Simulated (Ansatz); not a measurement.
# Si on Rh(111): change of the work function, part 2 of 4

How does Si on the fcc site change the work function of Rh(111) as the layer fills?

Ansatz 0.2.0; plane-wave DFT, PBE, Ansatz PAW.

So far, work function, upper face (eV): step 2 (the clean slab) 5.17.

### 3. The covered slab, k-mesh 4×4×1, coverage 0.111 ML

System of this step: Si/Rh(111). The cell holds 37 atoms: 36 Rh and 1 Si. Its edges and angles: a = 8.061 Å, b = 8.061 Å, c = 26.668 Å, α = 90.0°, β = 90.0°, γ = 60.0°. Vacuum lies along c.

The clean slab as it ended is repeated in the plane and the adsorbate is set on one face; the cell's size fixes the coverage, and the k-mesh shrinks with it to keep the sampling density about even. Adsorbate and upper layers relax, since the dipole depends on the height.

Input file input.yaml:

```yaml
crystal:
  lattice:
    - [8.0610173054, -1.0e-10, 0.0]
    - [4.0305086528, 6.9810457668, 0.0]
    - [0.0, 0.0, 26.6676223412]
  atoms:
    - { symbol: Rh, position: [0.0, 0.0, 0.3374879052] }
    - { symbol: Rh, position: [0.1111111111, 0.1111111111, 0.4197573701] }
    - { symbol: Rh, position: [0.2222222222, 0.2222222222, 0.5018853155] }
    - { symbol: Rh, position: [0.0, 0.0, 0.5839969635] }
    - { symbol: Rh, position: [0.0, 0.3333333333, 0.3374879052] }
    - { symbol: Rh, position: [0.1111111111, 0.4444444444, 0.4197573701] }
    - { symbol: Rh, position: [0.2222222222, 0.5555555556, 0.5018853155] }
    - { symbol: Rh, position: [0.0, 0.3333333333, 0.5839969635] }
    - { symbol: Rh, position: [0.0, 0.6666666667, 0.3374879052] }
    - { symbol: Rh, position: [0.1111111111, 0.7777777778, 0.4197573701] }
    - { symbol: Rh, position: [0.2222222222, 0.8888888889, 0.5018853155] }
    - { symbol: Rh, position: [0.0, 0.6666666667, 0.5839969635] }
    - { symbol: Rh, position: [0.3333333333, 0.0, 0.3374879052] }
    - { symbol: Rh, position: [0.4444444444, 0.1111111111, 0.4197573701] }
    - { symbol: Rh, position: [0.5555555556, 0.2222222222, 0.5018853155] }
    - { symbol: Rh, position: [0.3333333333, 0.0, 0.5839969635] }
    - { symbol: Rh, position: [0.3333333333, 0.3333333333, 0.3374879052] }
    - { symbol: Rh, position: [0.4444444444, 0.4444444444, 0.4197573701] }
    - { symbol: Rh, position: [0.5555555556, 0.5555555556, 0.5018853155] }
    - { symbol: Rh, position: [0.3333333333, 0.3333333333, 0.5839969635] }
    - { symbol: Rh, position: [0.3333333333, 0.6666666667, 0.3374879052] }
    - { symbol: Rh, position: [0.4444444444, 0.7777777778, 0.4197573701] }
    - { symbol: Rh, position: [0.5555555556, 0.8888888889, 0.5018853155] }
    - { symbol: Rh, position: [0.3333333333, 0.6666666667, 0.5839969635] }
    - { symbol: Rh, position: [0.6666666667, 0.0, 0.3374879052] }
    - { symbol: Rh, position: [0.7777777778, 0.1111111111, 0.4197573701] }
    - { symbol: Rh, position: [0.8888888889, 0.2222222222, 0.5018853155] }
    - { symbol: Rh, position: [0.6666666667, 0.0, 0.5839969635] }
    - { symbol: Rh, position: [0.6666666667, 0.3333333333, 0.3374879052] }
    - { symbol: Rh, position: [0.7777777778, 0.4444444444, 0.4197573701] }
    - { symbol: Rh, position: [0.8888888889, 0.5555555556, 0.5018853155] }
    - { symbol: Rh, position: [0.6666666667, 0.3333333333, 0.5839969635] }
    - { symbol: Rh, position: [0.6666666667, 0.6666666667, 0.3374879052] }
    - { symbol: Rh, position: [0.7777777778, 0.7777777778, 0.4197573701] }
    - { symbol: Rh, position: [0.8888888889, 0.8888888889, 0.5018853155] }
    - { symbol: Rh, position: [0.6666666667, 0.6666666667, 0.5839969635] }
    - { symbol: Si, position: [0.1111111111, 0.1111111111, 0.6625120948] }
kpoints:
  mp_grid: { grid: [4, 4, 1] }
hamiltonian:
  xc: pbe
scf:
  occupations: { method: fermi_dirac, width: 0.1 }
  convergence: { dr2_threshold: 1.0e-08 }
efield:
  axis: 3
  dipole_correction: true
  ramp_position: 0.97
  ramp_width: 0.06
relax:
  f_tol: 0.02
  max_steps: 60
  constraints:
    - { sites: [0, 1, 4, 5, 8, 9, 12, 13, 16, 17, 20, 21, 24, 25, 28, 29, 32, 33] }
output:
  write_potential: true
  write_density: true
  volumetric_format: npy
```

On the command line:

```console
$ ansatz run input.yaml --threads 4 --pin off --max-ram 16384MiB --backend cpu --events-out ev --progress --plain --runs-dir out
```

Output:

```text
[...]
Crystal: 37 atoms, lattice volume = 1500.703 Å³
Basis set: ecut = 420 eV, 29375 PW (Γ), exchange–correlation on 108×108×360 points (8 copies of the dense FFT grid, shifted against one another)
Bands: 370, of which v1, the nominal top of the filled ones, is band 308 counted from 1 (307 counted from 0)
Symmetry: 6 space group operations
[...]
k-points: 4 of 16 (time reversal used)
[...]
SCF iter   1: F=—  HF=-231126.695256 eV  |F-HF|=—  |Δ(HF+E_count)|=         —  Δρ=4.80e-3  dr2=2.67e0  ethr=1.77e-3  p=0.087 e·Å  D=1.05e-2 V/Å  ΔV_dip=-0.28 eV  dr2_dipole=9.15e-1  V_vac-E_F(+/−)=4.73/5.01 eV  ⟨swp⟩=7.5  Hψ=6370  notcnv=0  defer=39
[...]
SCF iter  10: F=-231126.692040 eV  HF=-231126.692040 eV  |F-HF|=4.17e-8  |Δ(HF+E_count)|=   2.25e-8  Δρ=3.72e-7  dr2=3.46e-9  ethr=1.62e-12  p=0.065 e·Å  D=7.85e-3 V/Å  ΔV_dip=-0.21 eV  dr2_dipole=2.84e-11  V_vac-E_F(+/−)=4.96/5.16 eV  ⟨swp⟩=9.2  Hψ=10276  notcnv=0
SCF 1 converged in 10 iterations: F = -231126.692040 eV  dr2 = 3.46e-9
[...]
relax step   1: F+E_penalty+E_count = -231126.69204032 eV  Δ(F+E_penalty+E_count) = +0.000e0 eV  max|allowed force component| = 2.680e0 eV/Å  Δτ_max = 0.0000 Å  (10 SCF iters, accepted)
[...]
SCF iter  10: F=-231127.238977 eV  HF=-231127.238977 eV  |F-HF|=6.94e-8  |Δ(HF+E_count)|=   2.30e-7  Δρ=5.70e-7  dr2=6.82e-9  ethr=1.62e-12  p=0.039 e·Å  D=4.73e-3 V/Å  ΔV_dip=-0.13 eV  dr2_dipole=4.25e-10  V_vac-E_F(+/−)=5.03/5.16 eV  ⟨swp⟩=7.8  Hψ=10852  notcnv=0
SCF 2 converged in 10 iterations: F = -231127.238977 eV  dr2 = 6.82e-9
[...]
relax step   2: F+E_penalty+E_count = -231127.23897672 eV  Δ(F+E_penalty+E_count) = -5.469e-1 eV  max|allowed force component| = 1.129e0 eV/Å  Δτ_max = 0.1949 Å  (10 SCF iters, accepted)
SCF iter   1: F=—  HF=-231127.349873 eV  |F-HF|=—  |Δ(HF+E_count)|=         —  Δρ=3.18e-3  dr2=3.17e-1  ethr=1.41e-3  p=0.039 e·Å  D=4.73e-3 V/Å  ΔV_dip=-0.13 eV  dr2_dipole=3.38e-2  V_vac-E_F(+/−)=5.04/5.16 eV  ⟨swp⟩=4.2  Hψ=2819  notcnv=0  defer=75
[...]
SCF iter  10: F=-231127.325811 eV  HF=-231127.325811 eV  |F-HF|=3.50e-8  |Δ(HF+E_count)|=   2.32e-7  Δρ=2.79e-7  dr2=1.56e-9  ethr=1.62e-12  p=0.036 e·Å  D=4.39e-3 V/Å  ΔV_dip=-0.12 eV  dr2_dipole=2.96e-14  V_vac-E_F(+/−)=5.03/5.15 eV  ⟨swp⟩=9.0  Hψ=10049  notcnv=0
SCF 3 converged in 10 iterations: F = -231127.325811 eV  dr2 = 1.56e-9
relax step   3: F+E_penalty+E_count = -231127.32581059 eV  Δ(F+E_penalty+E_count) = -8.683e-2 eV  max|allowed force component| = 1.698e-1 eV/Å  Δτ_max = 0.1267 Å  (10 SCF iters, accepted)
[...]
relax step   4: F+E_penalty+E_count = -231127.32764625 eV  Δ(F+E_penalty+E_count) = -1.836e-3 eV  max|allowed force component| = 3.889e-2 eV/Å  Δτ_max = 0.0245 Å  (9 SCF iters, accepted)
SCF iter   1: F=—  HF=-231127.327822 eV  |F-HF|=—  |Δ(HF+E_count)|=         —  Δρ=7.88e-4  dr2=3.04e-2  ethr=2.93e-5  p=0.036 e·Å  D=4.32e-3 V/Å  ΔV_dip=-0.12 eV  dr2_dipole=9.27e-3  V_vac-E_F(+/−)=5.04/5.15 eV  ⟨swp⟩=2.0  Hψ=2565  notcnv=0  defer=75
[...]
SCF iter   8: F=-231127.328882 eV  HF=-231127.328882 eV  |F-HF|=7.26e-8  |Δ(HF+E_count)|=   1.28e-7  Δρ=4.98e-7  dr2=3.59e-9  ethr=1.62e-12  p=0.036 e·Å  D=4.35e-3 V/Å  ΔV_dip=-0.12 eV  dr2_dipole=1.55e-12  V_vac-E_F(+/−)=5.04/5.15 eV  ⟨swp⟩=9.0  Hψ=9966  notcnv=0
SCF 5 converged in 8 iterations: F = -231127.328882 eV  dr2 = 3.59e-9
relax step   5: F+E_penalty+E_count = -231127.32888210 eV  Δ(F+E_penalty+E_count) = -1.236e-3 eV  max|allowed force component| = 1.915e-3 eV/Å  Δτ_max = 0.0082 Å  (8 SCF iters, accepted)
NSCF: frozen V_eff on 4 k-points
[...]
SCF converged after 8 iterations
Free energy (F): -231127.328882 eV
[...]
Internal energy: -231125.407825 eV  (E = F + TS)
E sigma→0 (E₀):  -231126.368354 eV
Entropy (-TS):   -1.921057 eV (-51.920 meV/atom)
Fermi energy:    4.118198 eV
Dipole field:    D = 0.004354 V/Å  (p = 0.036111 e·Å, saw-weighted, corrected)
Work function:   Φ+ = 5.0367 eV   Φ− = 5.1528 eV
[...]
--- Forces (eV/Å), atoms counted from 1 ---
  atom   1  Rh     0.00872740     0.00503877     0.04338274
  atom   2  Rh    -0.00000000    -0.00000000     0.11366805
  atom   3  Rh     0.00045690     0.00026379    -0.00176735
  atom   4  Rh     0.00036091     0.00020837    -0.00101283
  atom   5  Rh    -0.00000000    -0.01007753     0.04338274
  atom   6  Rh     0.01965910    -0.04882776    -0.01871453
  atom   7  Rh    -0.00076895     0.00044395    -0.00000656
  atom   8  Rh    -0.00000000    -0.00041674    -0.00101283
  atom   9  Rh    -0.03275685     0.01891217     0.08566078
  atom  10  Rh     0.05211563     0.00738860    -0.01871453
  atom  11  Rh    -0.00000000    -0.00052758    -0.00176735
  atom  12  Rh    -0.00046858     0.00027054    -0.00077243
  atom  13  Rh    -0.00872740     0.00503877     0.04338274
  atom  14  Rh    -0.03245653     0.04143916    -0.01871453
  atom  15  Rh    -0.00000000    -0.00088790    -0.00000656
  atom  16  Rh    -0.00036091     0.00020837    -0.00101283
  atom  17  Rh    -0.00780776    -0.00450781     0.00801413
  atom  18  Rh     0.00000000     0.00000000    -0.04341402
  atom  19  Rh     0.00076895     0.00044395    -0.00000656
  atom  20  Rh     0.00100376     0.00057952    -0.00024086
  atom  21  Rh     0.00000000     0.00901563     0.00801413
  atom  22  Rh    -0.05211563     0.00738860    -0.01871453
  atom  23  Rh     0.00107117    -0.00061844    -0.00114832
  atom  24  Rh    -0.00000000    -0.00115904    -0.00024086
  atom  25  Rh    -0.00000000    -0.03782435     0.08566078
  atom  26  Rh     0.03245653     0.04143916    -0.01871453
  atom  27  Rh    -0.00045690     0.00026379    -0.00176735
  atom  28  Rh    -0.00000000    -0.00054107    -0.00077243
  atom  29  Rh     0.00780776    -0.00450781     0.00801413
  atom  30  Rh    -0.01965910    -0.04882776    -0.01871453
  atom  31  Rh     0.00000000     0.00123688    -0.00114832
  atom  32  Rh    -0.00100376     0.00057952    -0.00024086
  atom  33  Rh     0.03275685     0.01891217     0.08566078
  atom  34  Rh     0.00000000     0.00000000    -0.35626888
  atom  35  Rh    -0.00107117    -0.00061844    -0.00114832
  atom  36  Rh     0.00046858     0.00027054    -0.00077243
  atom  37  Si     0.00000000     0.00000000     0.00191510
  max |Σ_I F_I| component: 5.90e-5 eV/Å
--- Band table (eV) ---
  k-point 0: bands = [... 304 lower, 4.0245, 4.0343, 4.0346, 4.0797, 4.0797, 4.0836, 4.0836, 4.1096, ... 58 higher]
  k-point 1: bands = [... 304 lower, 4.0119, 4.0585, 4.0915, 4.1053, 4.1227, 4.1963, 4.1982, 4.2293, ... 58 higher]
  k-point 2: bands = [... 304 lower, 4.0217, 4.0238, 4.1037, 4.1251, 4.2020, 4.2680, 4.2749, 4.2832, ... 58 higher]
  k-point 3: bands = [... 304 lower, 3.9552, 4.0059, 4.1274, 4.1662, 4.2201, 4.2519, 4.2630, 4.3226, ... 58 higher]
--- Relaxed structure (5 steps of the walk, 5 accepted, 0 SCFs on fresh bases) ---
  F+E_penalty+E_count = -231127.32888210 eV   max|allowed force component| = 1.915e-3 eV/Å
  atoms:
    - { symbol: Rh, position: [1.111111e-11, 1.111111e-11, 0.3374879052] }
    - { symbol: Rh, position: [0.111111, 0.111111, 0.4197573701] }
    - { symbol: Rh, position: [0.221601, 0.221601, 0.502399] }
    - { symbol: Rh, position: [-0.00233441, -0.00233441, 0.587376] }
    - { symbol: Rh, position: [1.111108e-11, 0.333333, 0.3374879052] }
    - { symbol: Rh, position: [0.111111, 0.444444, 0.4197573701] }
    - { symbol: Rh, position: [0.221924, 0.555705, 0.502030] }
    - { symbol: Rh, position: [-0.00233441, 0.338002, 0.587376] }
    - { symbol: Rh, position: [-2.222228e-11, 0.666667, 0.3374879052] }
    - { symbol: Rh, position: [0.111111, 0.777778, 0.4197573701] }
    - { symbol: Rh, position: [0.221601, 0.890132, 0.502399] }
    - { symbol: Rh, position: [0.000294525, 0.666519, 0.583530] }
    - { symbol: Rh, position: [0.333333, 1.111111e-11, 0.3374879052] }
    - { symbol: Rh, position: [0.444444, 0.111111, 0.4197573701] }
    - { symbol: Rh, position: [0.555705, 0.221924, 0.502030] }
    - { symbol: Rh, position: [0.338002, -0.00233441, 0.587376] }
    - { symbol: Rh, position: [0.333333, 0.333333, 0.3374879052] }
    - { symbol: Rh, position: [0.444444, 0.444444, 0.4197573701] }
    - { symbol: Rh, position: [0.555705, 0.555705, 0.502030] }
    - { symbol: Rh, position: [0.334604, 0.334604, 0.584146] }
    - { symbol: Rh, position: [0.333333, 0.666667, 0.3374879052] }
    - { symbol: Rh, position: [0.444444, 0.777778, 0.4197573701] }
    - { symbol: Rh, position: [0.556604, 0.888365, 0.501273] }
    - { symbol: Rh, position: [0.334604, 0.664126, 0.584146] }
    - { symbol: Rh, position: [0.666667, -2.222220e-11, 0.3374879052] }
    - { symbol: Rh, position: [0.777778, 0.111111, 0.4197573701] }
    - { symbol: Rh, position: [0.890132, 0.221601, 0.502399] }
    - { symbol: Rh, position: [0.666519, 0.000294525, 0.583530] }
    - { symbol: Rh, position: [0.666667, 0.333333, 0.3374879052] }
    - { symbol: Rh, position: [0.777778, 0.444444, 0.4197573701] }
    - { symbol: Rh, position: [0.888365, 0.556604, 0.501273] }
    - { symbol: Rh, position: [0.664126, 0.334604, 0.584146] }
    - { symbol: Rh, position: [0.666667, 0.666667, 0.3374879052] }
    - { symbol: Rh, position: [0.777778, 0.777778, 0.4197573701] }
    - { symbol: Rh, position: [0.888365, 0.888365, 0.501273] }
    - { symbol: Rh, position: [0.666519, 0.666519, 0.583530] }
    - { symbol: Si, position: [0.111111, 0.111111, 0.651138] }
```

It took 10 min on 4 threads of Arm Neoverse V1, shared host; peak memory 9.2 GiB; 30 min of CPU time.

The steps of the relaxation:

| step | energy less that of the first step (eV) | largest force component (eV/Å) |
| --- | --- | --- |
| 1 | 0.0000 | 2.6801 |
| 2 | -0.5469 | 1.1288 |
| 3 | -0.6338 | 0.1698 |
| 4 | -0.6356 | 0.0389 |
| 5 | -0.6368 | 0.0019 |

Forces are held to the 6 operations that the program found; a distortion that breaks them can't arise in this run.

The atoms that moved most (Å):

| atom | dx | dy | dz | length |
| --- | --- | --- | --- | --- |
| Si37 | 0.000 | 0.000 | -0.303 | 0.303 |
| Rh4 | -0.028 | -0.016 | 0.090 | 0.096 |
| Rh16 | 0.028 | -0.016 | 0.090 | 0.096 |
| Rh8 | 0.000 | 0.033 | 0.090 | 0.096 |
| Rh24 | 0.000 | -0.018 | 0.004 | 0.018 |
| Rh32 | -0.015 | 0.009 | 0.004 | 0.018 |
| Rh20 | 0.015 | 0.009 | 0.004 | 0.018 |
| Rh35 | -0.006 | -0.004 | -0.016 | 0.018 |

The relaxed structure:

```
Rh Si
1.0
     8.06102    0.00000    0.00000
     4.03051    6.98105    0.00000
     0.00000    0.00000   26.66762
Rh Si
36 1
Direct
  0.00000 0.00000 0.33749
  0.11111 0.11111 0.41976
  0.22160 0.22160 0.50240
  0.99767 0.99767 0.58738
  0.00000 0.33333 0.33749
  0.11111 0.44444 0.41976
  0.22192 0.55570 0.50203
  0.99767 0.33800 0.58738
  0.00000 0.66667 0.33749
  0.11111 0.77778 0.41976
  0.22160 0.89013 0.50240
  0.00029 0.66652 0.58353
  0.33333 0.00000 0.33749
  0.44444 0.11111 0.41976
  0.55570 0.22192 0.50203
  0.33800 0.99767 0.58738
  0.33333 0.33333 0.33749
  0.44444 0.44444 0.41976
  0.55570 0.55570 0.50203
  0.33460 0.33460 0.58415
  0.33333 0.66667 0.33749
  0.44444 0.77778 0.41976
  0.55660 0.88836 0.50127
  0.33460 0.66413 0.58415
  0.66667 0.00000 0.33749
  0.77778 0.11111 0.41976
  0.89013 0.22160 0.50240
  0.66652 0.00029 0.58353
  0.66667 0.33333 0.33749
  0.77778 0.44444 0.41976
  0.88836 0.55660 0.50127
  0.66413 0.33460 0.58415
  0.66667 0.66667 0.33749
  0.77778 0.77778 0.41976
  0.88836 0.88836 0.50127
  0.66652 0.66652 0.58353
  0.11111 0.11111 0.65114
```

Read from the output:

| Quantity | Value |
| --- | --- |
| energy at zero smearing | -231126.3684 eV |
| work function, upper face | 5.037 eV |
| work function, lower face | 5.153 eV |
| dipole along the normal | 0.03611 e·Å |
| step between the vacuum levels | -0.1161 eV |

Running mean over 2.194 Å of the planar mean; the ramp of the sawtooth is left out. The electron's electrostatic potential energy less the Fermi level by z:

z (Å), electron's electrostatic potential energy less the Fermi level (eV) and a bar from the least value:
```
        4        5.2 ##############################
        5        5.1 ##############################
        6        5.1 ##############################
        7        4.1 ############################
        8       -5.6 #############
        9      -12.7 #
       10      -13.1 
       11      -13.2 
       12      -13.3 
       13      -13.3 
       14      -13.0 #
       15      -12.8 #
       16      -12.0 ##
       17       -1.5 ###################
       18        3.5 ###########################
       19        4.7 #############################
       20        5.0 ##############################
       21        5.0 ##############################
       22        5.0 ##############################
       23        5.0 ##############################
```

The relaxation took 5 steps and lowered the energy by 0.64 eV; the largest force on the free atoms ends at 0.0019 eV/Å.

The covered face has 5.04 eV, -0.13 eV against the clean one; the bare back face has moved by -0.02 eV, a measure of how thin the slab is.

(Part 2 of 4 ends here.)

[Long decimals in the printed logs are rounded to 6 places.]

[Logs are printed without paths, hosts, clocks, repeated set-up lines and the standing remarks that a program may print on its own settings, such as how far it seeks lower states.]

[Hosts, paths, dates, database ids (printed as entryN), source tags and the programs' standing remarks are cut or masked in the printed files.]

[Maps of the electrostatic potential energy from Ansatz leave out the sawtooth potential of an applied field or a dipole correction, so their vacuum need not be flat; planar profiles and work functions include it.]
